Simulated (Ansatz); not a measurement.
# How fast states decay through Ca2AlBrN2

Aim: relax a made-up compound, Ca2AlBrN2, and see how good a tunnel barrier it would be. It is built by putting Al for B, Ca for Sr in the Sr2BBrN2 structure of space group R-3m, with the volume rescaled by atomic radii. The parent structure comes from the Materials Project.

Calculated with Ansatz 0.2.0; r2SCAN DFT, plane waves, PAW files, in the first sound run; inputs show where later runs differ.

The structure was built from a prototype and need not be the compound's stable phase.

## (1) The starting structure

It takes space group R-3m (No. 166, trigonal). The conventional cell has a = 4.108 Å, b = 4.108 Å, c = 26.422 Å, α = 90.00°, β = 90.00°, γ = 120.00°. Ca has 3 N at 2.51 Å and 3 Al at 3.20 Å and 3 Br at 3.28 Å nearest. Al has 2 N at 1.34 Å nearest. Nearest to Br lie 6 Ca at 3.28 Å. Nearest to N lie 1 Al at 1.34 Å and 3 Ca at 2.51 Å. It derives from Sr2BBrN2. Al for B, Ca for Sr in the Sr2BBrN2 structure of space group R-3m. Farther neighbours and most contacts between anions are not listed.

## (2) Relaxing the new crystal

The substituted atoms don't fit the parent's cell, so cell and atoms relax together. A small smearing keeps the run stable in case the gap closes on the way.

Input file input.yaml:

```yaml
crystal:
  lattice:
    - [2.0539903791, 1.1858718983, 8.8074523933]
    - [-2.0539903791, 1.1858718983, 8.8074523933]
    - [0.0, -2.3717437966, 8.8074523933]
  atoms:
    - { symbol: Ca, position: [0.247835, 0.247835, 0.247835] }
    - { symbol: Ca, position: [0.752165, 0.752165, 0.752165] }
    - { symbol: Al, position: [0.5, 0.5, 0.5] }
    - { symbol: Br, position: [0.0, 0.0, 0.0] }
    - { symbol: "N", position: [0.449422, 0.449422, 0.449422] }
    - { symbol: "N", position: [0.550578, 0.550578, 0.550578] }
kpoints:
  mp_grid: { grid: [6, 6, 6] }
scf:
  occupations: { method: gaussian, width: 0.03 }
hamiltonian:
  xc: r2scan
output:
  forces: true
  stress: true
relax:
  f_tol: 0.02
  max_steps: 60
  cell: {}
```

The run is started by

```sh
> ansatz run input.yaml --threads 2 --pin off --max-ram 4096MiB --backend cpu --events-out ev --progress --plain --runs-dir out
```

Numbers of over 12 decimals in the logs are rounded to 6 here.

Output:

```text
basis.fft_grid_basis auto: the FFT boxes are laid along the combinations [[1, 0, -1], [0, 1, -1], [0, 0, 1]] of the cell's own vectors, 4.108, 4.108 and 9.121 Å long. The dense box has 30×30×72 points. Along the cell's own vectors, as sized, it would have 72×72×72, 5.76 times as many. Of the 12 symmetry operations that the crystal satisfies within crystal.symmetry.tolerance (time reversal apart; of a slab, those that [...]
Engine: ansatz 0.2.0, aarch64-unknown-linux-gnu
Pseudopotentials: kind: paw
Pseudopotential: Ca, paw, valence charge 10, recommended cutoff 500 eV (meta_gga), Ca.paw.azcp
Pseudopotential: Al, paw, valence charge 3, recommended cutoff 500 eV (meta_gga), Al.paw.azcp
Pseudopotential: Br, paw, valence charge 7, recommended cutoff 500 eV (meta_gga), Br.paw.azcp
Pseudopotential: N, paw, valence charge 5, recommended cutoff 500 eV (meta_gga), N.paw.azcp
Functional definition: r2SCAN
  parameter k0 = 0.174
  parameter k1 = 0.065
  parameter a1 = 4.9479
  exchange = r2scan_x(k0 = k0, k1 = k1, a1 = a1)
  correlation = r2scan_c
Crystal: 6 atoms, lattice volume = 128.718 Å³
Basis set: ecut = 500 eV, 3273 PW (Γ), FFT grids on a1−a3, a2−a3, a3, exchange–correlation on 120×120×288 points (64 copies of the dense FFT grid, shifted against one another)
Bands: 26, of which v1, the nominal top of the filled ones, is band 20 counted from 1 (19 counted from 0)
Symmetry: 12 space group operations
Space group: R-3m (ITA 166), of the structure as read, at distance tolerance 5.0e-5 Å
k-points: 32 of 216
Non-local potential: Ca, projectors of the file, l = 0: 3, l = 1: 2, l = 2: 2
Non-local potential: Al, projectors of the file, l = 0: 2, l = 1: 2, l = 2: 1
Non-local potential: Br, projectors of the file, l = 0: 2, l = 1: 2, l = 2: 2
Non-local potential: N, projectors of the file, l = 0: 2, l = 1: 2, l = 2: 1
PAW form: soft (Blöchl's): semilocal exchange-correlation on the pseudo side does not see the compensation charge
PAW frozen core: Ca, regenerated for the run's functional (the file was generated under x = pbe(κ = 0.804, μ = 0.219515), c = pbe(β = 0.066725))
PAW frozen core: Al, regenerated for the run's functional (the file was generated under x = pbe(κ = 0.804, μ = 0.219515), c = pbe(β = 0.066725))
PAW frozen core: Br, regenerated for the run's functional (the file was generated under x = pbe(κ = 0.804, μ = 0.219515), c = pbe(β = 0.066725))
PAW frozen core: N, regenerated for the run's functional (the file was generated under x = pbe(κ = 0.804, μ = 0.219515), c = pbe(β = 0.066725))
PAW one-centre angular grid: Ca, 302 points (default); XC on 160 Gauss nodes
PAW one-centre angular grid: Al, 302 points (default); XC on 160 Gauss nodes
PAW one-centre angular grid: Br, 302 points (default); XC on 160 Gauss nodes
PAW one-centre angular grid: N, 302 points (default); XC on 160 Gauss nodes
Initial density: superposition of atomic densities (neutral atoms: chi_scale 0, normalization atom), corrected by the library's trained network
Initial wavefunctions: pseudopotential atomic-orbital guess
Functional: x = r2scan, c = r2scan; τ floored in thin density (d = 2e-4 eV/Å³)
SCF iter   1: F=—  HF=-7744.109198 eV  |F-HF|=—  |Δ(HF+E_count)|=         —  Δρ=6.96e-3  dr2=9.67e-2  dr2_τ=6.11e-1  ethr=1.77e-3  ⟨swp⟩=9.9  Hψ=5267  notcnv=0  defer=3
preconditioner: auto → Resta (q_TF=auto, 2.245 Å⁻¹)  ε∞=3.6  [insulator: Δε(μ)=1.308 eV  Ē_g=9.987 eV  σ=0.030 eV  W_gap=1.00  n_scr=30 (ndim 8)  ℏωp=16.0 eV  f_vac=0.002  D(μ)=0.00/eV (n_scr^D=0)  ε∞_Penn≈3.6]
SCF iter   2: F=—  HF=-7744.194718 eV  |F-HF|=—  |Δ(HF+E_count)|=   8.55e-2  Δρ=3.93e-3  dr2=2.22e-2  dr2_τ=1.53e-3  ethr=2.42e-4  ⟨swp⟩=3.1  Hψ=1718  notcnv=0  defer=49
SCF iter   3: F=—  HF=-7744.194041 eV  |F-HF|=—  |Δ(HF+E_count)|=   6.77e-4  Δρ=1.63e-3  dr2=5.84e-3  dr2_τ=8.08e-4  ethr=5.55e-5  ⟨swp⟩=3.0  Hψ=1270  notcnv=0  defer=17
automatic band count: iteration 3 solves 25 bands in place of 26: the levels show a gap, and the empty bands left out lie too high to hold charge; the band table lists the bands solved (type scf.n_extra_bands for more)
SCF iter   4: F=—  HF=-7744.193108 eV  |F-HF|=—  |Δ(HF+E_count)|=   9.33e-4  Δρ=4.79e-4  dr2=4.78e-4  dr2_τ=3.21e-5  ethr=1.46e-5  ⟨swp⟩=2.0  Hψ=1266  notcnv=0  defer=17
SCF iter   5: F=—  HF=-7744.193101 eV  |F-HF|=—  |Δ(HF+E_count)|=   6.54e-6  Δρ=1.39e-4  dr2=3.62e-5  dr2_τ=2.00e-6  ethr=1.20e-6  ⟨swp⟩=2.0  Hψ=1072  notcnv=0  defer=17
SCF iter   6: F=—  HF=-7744.193112 eV  |F-HF|=—  |Δ(HF+E_count)|=   1.15e-5  Δρ=3.15e-5  dr2=1.44e-6  dr2_τ=9.61e-8  ethr=9.06e-8  ⟨swp⟩=2.0  Hψ=1224  notcnv=0  defer=17
SCF iter   7: F=-7744.193114 eV  HF=-7744.193114 eV  |F-HF|=3.93e-8  |Δ(HF+E_count)|=   1.41e-6  Δρ=6.50e-6  dr2=6.80e-8  dr2_τ=4.57e-9  ethr=2.50e-10  ⟨swp⟩=3.7  Hψ=3403  notcnv=0
SCF 1 converged in 7 iterations: F = -7744.193114 eV  dr2 = 6.80e-8
  greatest PAW one-centre occupation: 0.994 electrons in one spin orbital (limit 2), on the Ca atom at site 1 (counted from 0), in its partial waves of l = 0
relax step   1: F+E_penalty+E_count = -7744.19311392 eV  Δ(F+E_penalty+E_count) = +0.000e0 eV  max|allowed force component| = 3.190e1 eV/Å  Δτ_max = 0.0000 Å  P = +30.087 GPa  Ω = 128.718 Å³  (7 SCF iters, dr2 threshold 1.00e-7 eV, accepted)
Crystal: 6 atoms, lattice volume = 119.996 Å³
Basis set: ecut = 500 eV, 3051 PW (Γ), FFT grids on a1−a3, a2−a3, a3, exchange–correlation on 120×120×288 points (64 copies of the dense FFT grid, shifted against one another)
Initial density: handed on by an earlier stage of this run
Initial wavefunctions: those handed on with the density
SCF iter   1: F=—  HF=-7752.893845 eV  |F-HF|=—  |Δ(HF+E_count)|=         —  Δρ=3.10e-2  dr2=1.61e0  dr2_τ=5.01e0  ethr=3.10e-3  ⟨swp⟩=9.7  Hψ=4645  notcnv=0
automatic band count: iteration 1 solves 24 bands in place of 26: the levels show a gap, and the empty bands left out lie too high to hold charge; the band table lists the bands solved (type scf.n_extra_bands for more)
preconditioner: auto → Resta (q_TF=auto, 2.272 Å⁻¹)  ε∞=4.2  [insulator: Δε(μ)=2.063 eV  Ē_g=9.280 eV  σ=0.030 eV  W_gap=1.00  n_scr=30 (ndim 8)  ℏωp=16.6 eV  f_vac=0.000  D(μ)=0.00/eV (n_scr^D=0)  ε∞_Penn≈4.2]
SCF iter   2: F=—  HF=-7751.813437 eV  |F-HF|=—  |Δ(HF+E_count)|=    1.08e0  Δρ=1.19e-2  dr2=1.46e-1  dr2_τ=3.08e-2  ethr=3.10e-3  ⟨swp⟩=3.2  Hψ=1853  notcnv=0
SCF iter   3: F=—  HF=-7751.787039 eV  |F-HF|=—  |Δ(HF+E_count)|=   2.64e-2  Δρ=5.16e-3  dr2=2.78e-2  dr2_τ=7.15e-3  ethr=3.66e-4  ⟨swp⟩=2.6  Hψ=1289  notcnv=0
[...]
Basis set: ecut = 500 eV, 2963 PW (Γ), FFT grids on a1−a3, a2−a3, a3, exchange–correlation on 120×120×288 points (64 copies of the dense FFT grid, shifted against one another)
iter 1 solved again at ethr=5.62e-4 eV; its pass at ethr=3.10e-3 eV (dr2=2.25e-1 eV) is discarded
SCF iter   1: F=—  HF=-7753.314541 eV  |F-HF|=—  |Δ(HF+E_count)|=         —  Δρ=1.40e-2  dr2=2.25e-1  dr2_τ=3.70e-1  ethr=5.62e-4  ⟨swp⟩=1.0  Hψ=5493  notcnv=0
automatic band count: iteration 1 solves 24 bands in place of 26: the levels show a gap, and the empty bands left out lie too high to hold charge; the band table lists the bands solved (type scf.n_extra_bands for more)
preconditioner: auto → Resta (q_TF=auto, 2.283 Å⁻¹)  ε∞=2.9  [insulator: Δε(μ)=1.825 eV  Ē_g=14.819 eV  σ=0.030 eV  W_gap=1.00  n_scr=30 (ndim 8)  ℏωp=20.6 eV  f_vac=0.000  D(μ)=0.00/eV (n_scr^D=0)  ε∞_Penn≈2.9]
SCF iter   2: F=—  HF=-7753.422822 eV  |F-HF|=—  |Δ(HF+E_count)|=   1.08e-1  Δρ=5.89e-3  dr2=2.85e-2  dr2_τ=5.34e-3  ethr=5.62e-4  ⟨swp⟩=2.6  Hψ=1256  notcnv=0
SCF iter   3: F=—  HF=-7753.416455 eV  |F-HF|=—  |Δ(HF+E_count)|=   6.37e-3  Δρ=2.32e-3  dr2=5.78e-3  dr2_τ=9.66e-4  ethr=7.13e-5  ⟨swp⟩=2.3  Hψ=1511  notcnv=0
SCF iter   4: F=—  HF=-7753.415849 eV  |F-HF|=—  |Δ(HF+E_count)|=   6.06e-4  Δρ=5.96e-4  dr2=4.33e-4  dr2_τ=3.28e-5  ethr=1.44e-5  ⟨swp⟩=2.0  Hψ=1198  notcnv=0
SCF iter   5: F=—  HF=-7753.416010 eV  |F-HF|=—  |Δ(HF+E_count)|=   1.61e-4  Δρ=1.52e-4  dr2=3.52e-5  dr2_τ=2.38e-6  ethr=1.08e-6  ⟨swp⟩=2.3  Hψ=1181  notcnv=0
SCF iter   6: F=—  HF=-7753.416034 eV  |F-HF|=—  |Δ(HF+E_count)|=   2.35e-5  Δρ=4.18e-5  dr2=2.17e-6  dr2_τ=2.06e-7  ethr=8.80e-8  ⟨swp⟩=2.0  Hψ=1266  notcnv=0
SCF iter   7: F=-7753.416035 eV  HF=-7753.416035 eV  |F-HF|=2.15e-8  |Δ(HF+E_count)|=   1.04e-6  Δρ=6.86e-6  dr2=6.21e-8  dr2_τ=1.03e-8  ethr=1.50e-9  ⟨swp⟩=5.0  Hψ=2921  notcnv=0
SCF 3 converged in 7 iterations: F = -7753.416035 eV  dr2 = 6.21e-8
relax step   3: F+E_penalty+E_count = -7753.41603475 eV  Δ(F+E_penalty+E_count) = -1.631e0 eV  max|allowed force component| = 4.075e0 eV/Å  Δτ_max = 0.0382 Å  P = +7.736 GPa  Ω = 116.625 Å³  energy of the carried Pulay correction = +3.226e-3 eV  (7 SCF iters, dr2 threshold 6.00e-7 eV, accepted)
[...]
relax step   4: F+E_penalty+E_count = -7753.85434591 eV  Δ(F+E_penalty+E_count) = -4.383e-1 eV  max|allowed force component| = 1.434e0 eV/Å  Δτ_max = 0.0874 Å  P = +1.663 GPa  Ω = 120.297 Å³  energy of the carried Pulay correction = +2.213e-3 eV  (7 SCF iters, dr2 threshold 6.00e-7 eV, accepted)
[...]
relax step   5: F+E_penalty+E_count = -7753.89550788 eV  Δ(F+E_penalty+E_count) = -4.116e-2 eV  max|allowed force component| = 5.891e-1 eV/Å  Δτ_max = 0.0567 Å  P = -0.238 GPa  Ω = 121.792 Å³  energy of the carried Pulay correction = +1.810e-3 eV  (7 SCF iters, dr2 threshold 6.00e-7 eV, accepted)
[...]
relax step   6: F+E_penalty+E_count = -7753.91305218 eV  Δ(F+E_penalty+E_count) = -1.754e-2 eV  max|allowed force component| = 1.946e-2 eV/Å  Δτ_max = 0.0246 Å  P = -0.032 GPa  Ω = 121.461 Å³  energy of the carried Pulay correction = +1.898e-3 eV  (6 SCF iters, dr2 threshold 6.00e-7 eV, accepted)
[...]
relax step   7: F+E_penalty+E_count = -7753.91312793 eV  Δ(F+E_penalty+E_count) = -7.575e-5 eV  max|allowed force component| = 5.649e-3 eV/Å  Δτ_max = 0.0016 Å  P = -0.006 GPa  Ω = 121.480 Å³  energy of the carried Pulay correction = +1.893e-3 eV  (5 SCF iters, dr2 threshold 3.75e-8 eV, accepted)
Initial wavefunctions: pseudopotential atomic-orbital guess (no wavefunctions were taken with the density)
iter 1 solved again at ethr=1.58e-7 eV; its pass at ethr=3.10e-3 eV (dr2=6.33e-5 eV) is discarded
SCF iter   1: F=—  HF=-7753.912646 eV  |F-HF|=—  |Δ(HF+E_count)|=         —  Δρ=1.87e-4  dr2=3.25e-6  dr2_τ=1.63e-5  ethr=1.58e-7  ⟨swp⟩=4.5  Hψ=7615  notcnv=0
preconditioner: auto → Resta (q_TF=auto, 2.267 Å⁻¹)  ε∞=3.7  [insulator: Δε(μ)=1.607 eV  Ē_g=9.986 eV  σ=0.030 eV  W_gap=1.00  n_scr=30 (ndim 8)  ℏωp=16.5 eV  f_vac=0.000  D(μ)=0.00/eV (n_scr^D=0)  ε∞_Penn≈3.7]
SCF iter   2: F=—  HF=-7753.912670 eV  |F-HF|=—  |Δ(HF+E_count)|=   2.44e-5  Δρ=9.70e-5  dr2=8.86e-7  dr2_τ=1.90e-6  ethr=8.12e-9  ⟨swp⟩=2.0  Hψ=1184  notcnv=0
SCF iter   3: F=—  HF=-7753.912677 eV  |F-HF|=—  |Δ(HF+E_count)|=   7.03e-6  Δρ=8.88e-6  dr2=1.05e-7  dr2_τ=1.84e-8  ethr=2.21e-9  ⟨swp⟩=2.1  Hψ=1403  notcnv=0
SCF iter   4: F=—  HF=-7753.912677 eV  |F-HF|=—  |Δ(HF+E_count)|=   9.46e-9  Δρ=1.71e-6  dr2=9.55e-10  dr2_τ=4.14e-10  ethr=2.63e-10  ⟨swp⟩=2.0  Hψ=1179  notcnv=0
SCF iter   5: F=-7753.912677 eV  HF=-7753.912677 eV  |F-HF|=8.73e-11  |Δ(HF+E_count)|=   3.19e-9  Δρ=3.22e-7  dr2=4.76e-11  dr2_τ=1.58e-11  ethr=1.00e-12  ⟨swp⟩=3.2  Hψ=3676  notcnv=0
SCF 8 converged in 5 iterations: F = -7753.912677 eV  dr2 = 4.76e-11
relax step   8: F+E_penalty+E_count = -7753.91267713 eV  Δ(F+E_penalty+E_count) = +4.508e-4 eV  max|allowed force component| = 5.562e-3 eV/Å  Δτ_max = 0.0000 Å  P = -0.012 GPa  Ω = 121.480 Å³  stress off target by 1.39e-2 GPa  SCF on the basis re-selected at this cell (its energy is not comparable with the rows above)  (5 SCF iters)
basis re-selected at this cell: Δ(F+E_penalty+E_count) = +4.508e-4 eV, ΔP = -0.005 GPa vs the last step (what re-selecting the basis moved, of the pressure what is left beyond the Pulay correction that the steps carried, after the strain that the cell walked since its last selection, with what the two solves' SCF thresholds leave and, on support functions, any second-order correction that the steps lacked; it is no m [...]
SCF converged after 5 iterations
Free energy (F): -7753.912677 eV
Harris-Foulkes:  -7753.912677 eV  (|F-HF|=8.73e-11)
Internal energy: -7753.912677 eV  (E = F + TS)
E sigma→0 (E₀):  -7753.912677 eV
Fermi energy:    5.464651 eV
--- Per-component energies (eV) ---
  E_band       = -326.416701
  E_kinetic    = 974.852476
  E_local      = -2374.359211  (includes V_loc(G=0)·N_el)
  E_nonlocal   = 297.428321
  E_hartree    = 807.634471
  E_xc         = -681.958418
  E_vxc        = -705.288176  (∫ρ·V_xc dr)
  E_paw        = -4728.202497  (= ΣΔE_a)
  E_vpaw       = -175.039556  (= ΣTr[D̂ρ^β])
  E_aug_tail   = 0.000028  (compensation charges beyond the density's cutoff)
  E_vtau       = 40.720474  (kinetic-family band-sum trace: ∫τ·v_τ [+ j·A + Jᵃ·Aᵃ] dr)
  E_ewald      = -2048.589086
  E_core_change = -0.718762  (= ΣΔE_core)
  E_smearing   = -0.000000  (= −TS)
  E_closure    = 0.000000  (closes the sum)
  Σ components = -7753.912677   (vs F -7753.912677, Δ=0.00e0)
--- Forces (eV/Å), atoms counted from 1 ---
  atom   1  Ca     0.00000000    -0.00000000     0.00101031
  atom   2  Ca     0.00000000     0.00000000    -0.00101031
  atom   3  Al     0.00000000     0.00000000    -0.00000000
  atom   4  Br    -0.00000000     0.00000000    -0.00000000
  atom   5  N      0.00000000    -0.00000000    -0.00556242
  atom   6  N     -0.00000000     0.00000000     0.00556242
  max |Σ_I F_I| component: 2.31e-32 eV/Å
--- Stress (GPa, compression-positive) ---
       -0.013915       0.000000      -0.000000
        0.000000      -0.013915       0.000000
       -0.000000       0.000000      -0.006989
  P = ⅓ Tr σ = -0.0116 GPa (-0.116 kbar)
--- Relaxed structure (7 steps of the walk, 7 accepted, 1 SCFs on fresh bases) ---
  F+E_penalty+E_count = -7753.91267713 eV   max|allowed force component| = 5.562e-3 eV/Å   (the final SCF, on the basis selected at the relaxed cell)
  cell:  # Å, volume = 121.4796 Å³
    - [1.915448, 1.105884, 9.558109]
    - [-1.915448, 1.105884, 9.558109]
    - [0, -2.211769, 9.558109]
  atoms:
    - { symbol: Ca, position: [0.256924, 0.256924, 0.256924] }
    - { symbol: Ca, position: [0.743076, 0.743076, 0.743076] }
    - { symbol: Al, position: [0.500000, 0.500000, 0.500000] }
    - { symbol: Br, position: [-2.6261449183594286e-19, -2.6261449183594387e-19, -2.6261449183594387e-19] }
    - { symbol: N, position: [0.439649, 0.439649, 0.439649] }
    - { symbol: N, position: [0.560351, 0.560351, 0.560351] }
```

Run time: 59 s. Hardware: 2 threads of Arm Neoverse V2, shared host; peak memory 0.72 GiB.

The steps of the relaxation:

| step | energy less that of the first step (eV) | largest force component (eV/Å) | pressure (GPa) | volume (Å³) |
| --- | --- | --- | --- | --- |
| 1 | 0.0000 | 31.8951 | 30.09 | 128.72 |
| 2 | -7.5922 | 11.2973 | 12.86 | 120.00 |
| 3 | -9.2229 | 4.0750 | 7.74 | 116.63 |
| 4 | -9.6612 | 1.4337 | 1.66 | 120.30 |
| 5 | -9.7024 | 0.5891 | -0.24 | 121.79 |
| 6 | -9.7199 | 0.0195 | -0.03 | 121.46 |
| 7 | -9.7200 | 0.0056 | -0.01 | 121.48 |
| 8* | -9.7196 | 0.0056 | -0.01 | 121.48 |

Relaxation steps marked * repeat the geometry before them on a plane-wave basis chosen anew for their cell, so energy and pressure can jump there.

The run keeps the 12 symmetry operations that it works with, so distortions that break them were not tested.

| conventional cell, symmetrised | before | after | change |
| --- | --- | --- | --- |
| a (Å) | 4.108 | 3.831 | -6.7 % |
| b (Å) | 4.108 | 3.831 | -6.7 % |
| c (Å) | 26.422 | 28.674 | +8.5 % |
| volume (Å³/atom) | 21.45 | 20.25 | -5.6 % |

The atoms that moved most (Å, as changes of fractional coordinates times the final cell):

| atom | dx | dy | dz | length |
| --- | --- | --- | --- | --- |
| N5 | 0.000 | 0.000 | -0.280 | 0.280 |
| N6 | 0.000 | 0.000 | 0.280 | 0.280 |
| Ca2 | 0.000 | 0.000 | -0.261 | 0.261 |
| Ca1 | 0.000 | 0.000 | 0.261 | 0.261 |

The relaxed structure:

```xyz
6
Lattice="1.9154 1.1059 9.5581 -1.9154 1.1059 9.5581 0.0000 -2.2118 9.5581" Properties=species:S:1:pos:R:3 pbc="T T T"
Ca    0.0000    0.0000    7.3671
Ca    0.0000    0.0000   21.3072
Al    0.0000    0.0000   14.3372
Br    0.0000    0.0000    0.0000
N     0.0000    0.0000   12.6067
N     0.0000    0.0000   16.0677
```

This step gave:

```
free energy  : -7753.9127 eV
Fermi energy : 5.465 eV
pressure     : -0.01161 GPa
```

The largest force component on a free atom ends at 0.0056 eV/Å.

[end of part 1 of 3]

[Logs are printed without paths, hosts, clocks, repeated set-up lines and the standing remarks that a program may print on its own settings, such as how far it seeks lower states.]

[Hosts, paths, dates, database ids (printed as entryN), source tags and the programs' standing remarks are cut or masked in the printed files.]
